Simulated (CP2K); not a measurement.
Two runs for the C K edge of 2-ethynylpyrrole. Run A: CP2K XAS_TDP, all-electron GAPW, PBEh(45%), aug-cc-pVDZ, TDA, no relativity. Run B differs in one setting.

First lines with a strength over 0.0015. A:

```
                     atom  energy (eV)  states  strength, one atom
   C1 (bonded to C and H)       281.82       1              0.0500
                                281.87       1              0.0415
                                284.33       1              0.0046
                                284.83       1              0.0048
                                285.37       1              0.0025
       C2 (bonded to 2 C)       282.07       1              0.0386
                                282.11       1              0.0488
                                285.70       2              0.0166
                                286.68       1              0.0016
                                286.77       1              0.0029
 C3 (bonded to 2 C and N)       282.94       1              0.0380
                                285.16       1              0.0072
                                286.45       1              0.0024
                                286.76       1              0.0176
                                287.42       1              0.0016
 C4 (bonded to 2 C and H)       281.69       1              0.0463
                                284.27       1              0.0072
                                284.39       1              0.0055
                                284.85       1              0.0029
                                284.98       1              0.0050
 C5 (bonded to 2 C and H)       282.32       1              0.0496
                                283.34       1              0.0039
                                284.02       1              0.0078
                                284.69       1              0.0025
                                285.36       1              0.0022
C6 (bonded to C, N and H)       282.44       1              0.0513
                                284.75       1              0.0111
                                285.55       1              0.0036
                                285.70       1              0.0029
                                286.45       1              0.0029
```

B:

| atom | energy (eV) | states | strength, one atom |
| --- | --- | --- | --- |
| C1 (bonded to C and H) | 281.83 | 1 | 0.0505 |
|  | 281.88 | 1 | 0.0420 |
|  | 285.47 | 1 | 0.0160 |
|  | 286.89 | 1 | 0.0022 |
|  | 287.39 | 1 | 0.0016 |
| C2 (bonded to 2 C) | 282.15 | 1 | 0.0370 |
|  | 282.17 | 1 | 0.0475 |
|  | 286.12 | 1 | 0.0208 |
|  | 286.96 | 1 | 0.0017 |
|  | 287.36 | 1 | 0.0056 |
| C3 (bonded to 2 C and N) | 283.01 | 1 | 0.0370 |
|  | 285.29 | 1 | 0.0081 |
|  | 286.84 | 1 | 0.0017 |
|  | 287.37 | 1 | 0.0090 |
|  | 287.55 | 1 | 0.0264 |
| C4 (bonded to 2 C and H) | 281.74 | 1 | 0.0457 |
|  | 284.65 | 1 | 0.0056 |
|  | 285.15 | 1 | 0.0069 |
|  | 285.78 | 1 | 0.0199 |
|  | 287.32 | 1 | 0.0125 |
| C5 (bonded to 2 C and H) | 282.41 | 1 | 0.0489 |
|  | 283.46 | 1 | 0.0041 |
|  | 285.37 | 1 | 0.0151 |
|  | 285.88 | 1 | 0.0124 |
|  | 287.05 | 1 | 0.0070 |
| C6 (bonded to C, N and H) | 282.49 | 1 | 0.0505 |
|  | 285.82 | 1 | 0.0036 |
|  | 286.03 | 1 | 0.0272 |
|  | 286.57 | 1 | 0.0089 |
|  | 287.97 | 1 | 0.0039 |

Question: Which was it: the functional, GW2X switched on, the basis, scalar relativity switched on?

The basis (basis from aug-cc-pVDZ to 6-31G*; the lines alone don't name the new value). A basis moves diffuse and continuum lines far more than the leading valence line. Against PBEh(45%) in aug-cc-pVDZ, the leading lines move by +0.01 eV (C1, to 281.83), +0.08 eV (C2, to 282.15), +0.07 eV (C3, to 283.01), +0.05 eV (C4, to 281.74), +0.09 eV (C5, to 282.41) and +0.05 eV (C6, to 282.49).

[Banner, clock and machine lines of the logs are left out without a mark of their own.]

[Logs are printed without paths, hosts, clocks, repeated set-up lines and the standing remarks that a program may print on its own settings, such as how far it seeks lower states.]

[Hosts, paths, dates, database ids (printed as entryN), source tags and the programs' standing remarks are cut or masked in the printed files.]
